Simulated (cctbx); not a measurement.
## What is wrong with this refinement?

Cell a = 11.9810 Å, b = 4.5690 Å, c = 8.9710 Å, α = 90.00°, β = 107.91°, γ = 90.00°; space group C2/m (no. 12).

Simulated single-crystal data (cctbx): Mo Kα, λ = 0.71073 Å, to d = 0.84 Å, 70 % of the full sphere, strongest reflection 20000 counts, noise from counting, a 4 % proportional error and a noise floor of 8 counts (s.d.); no absorption.

An isotropic refinement with weights 1/σ² prints:

```text
Rint 0.031, 449 unique reflections to 0.84 A
cycle     R1     wR2    GooF  max shift (A)
   1  0.4195  0.7403  17.699   0.06341
  12  0.0312  0.1471   3.518   0.00080
final R1 0.0312 wR2 0.1471 GooF 3.518  parameters 17  data/parameter 26.4
atom        x        y        z      Ueq    occ   su(xyz)  su(Uiso or U11)
Pb1    0.60479  0.50000  0.40130   0.0023  1.000  0.00019  0.0006
Pb2    0.71358  0.00000  0.08466   0.0057  1.000  0.00020  0.0006
Os1    0.80495  0.50000  0.62632   0.0027  1.000  0.00020  0.0006
Sm1    0.61834  0.00000  0.69226   0.0029  1.000  0.00026  0.0006
Sm2    0.00000  0.00000  0.00000   0.0056  1.000  0.00000  0.0008
Sm3    0.49093  0.60164  0.74596   1.0000  1.000  0.01581  0.0492
difference map: max 6.67 min -5.28 rms 1.30
Q1    0.2473  0.0000  0.8754    4    6.89  0.50 A from Pb2
Q2    0.1767  0.5000  0.0416    4    6.54  0.49 A from Pb2
Q3    0.1258  0.0000  0.4279    4    3.96  0.29 A from Pb1
Q4    0.1226  0.5000  0.7202    4    3.30  0.24 A from Sm1
Q5    0.1744  0.5000  0.3801    4    3.28  0.27 A from Os1
Q6    0.0654  0.5000  0.4564    4    2.84  1.92 A from Os1
```

Q: Accept it or mend it, and why?

Mend it. The fault: spurious atom: Sm3. Against the right model at the same level, R1 goes from 0.0203 to 0.0312 and GooF from 1.27 to 3.52 and Sm3 takes U = the program's ceiling. A site with no density behind it hides by a very large U or drifts.

The compound is Sm3Os2Pb4. The right model at the same level gives:

```text
Rint 0.031, 449 unique reflections to 0.84 A
cycle     R1     wR2    GooF  max shift (A)
   1  0.2049  0.4824  11.480   0.09511
   2  0.0203  0.0535   1.274   0.00001
final R1 0.0203 wR2 0.0535 GooF 1.274  parameters 13  data/parameter 34.5
atom        x        y        z      Ueq    occ   su(xyz)  su(Uiso or U11)
Pb1    0.60476  0.50000  0.40135   0.0031  1.000  0.00007  0.0002
Pb2    0.71362  0.00000  0.08456   0.0065  1.000  0.00007  0.0002
Os1    0.80495  0.50000  0.62625   0.0035  1.000  0.00007  0.0002
Sm1    0.61831  0.00000  0.69245   0.0038  1.000  0.00009  0.0002
Sm2    0.00000  0.00000  0.00000   0.0065  1.000  0.00000  0.0003
difference map: max 4.33 min -3.94 rms 0.53
Q1    0.2431  0.0000  0.8694    4    4.55  0.55 A from Pb2
Q2    0.1703  0.5000  0.0362    4    3.85  0.56 A from Pb2
Q3    0.1441  0.0000  0.4384    4    2.08  0.49 A from Pb1
Q4    0.0645  0.5000  0.4456    4    1.93  1.87 A from Os1
Q5    0.1424  0.5000  0.3797    4    1.91  0.65 A from Os1
Q6    0.2340  0.1612  0.9631    8    1.80  1.13 A from Pb2
```

Isotropic U is held between 0.0001 and 1 Å² by the program, and listed peak heights are interpolated, so they can pass the grid's maximum.

The model was made for the exercise: a known structure type with other elements put in, its volume estimated, not relaxed; displacement parameters are assumed.

[Middle refinement cycles are left out of these outputs.]

[Logs are printed without paths, hosts, clocks, repeated set-up lines and the standing remarks that a program may print on its own settings, such as how far it seeks lower states.]
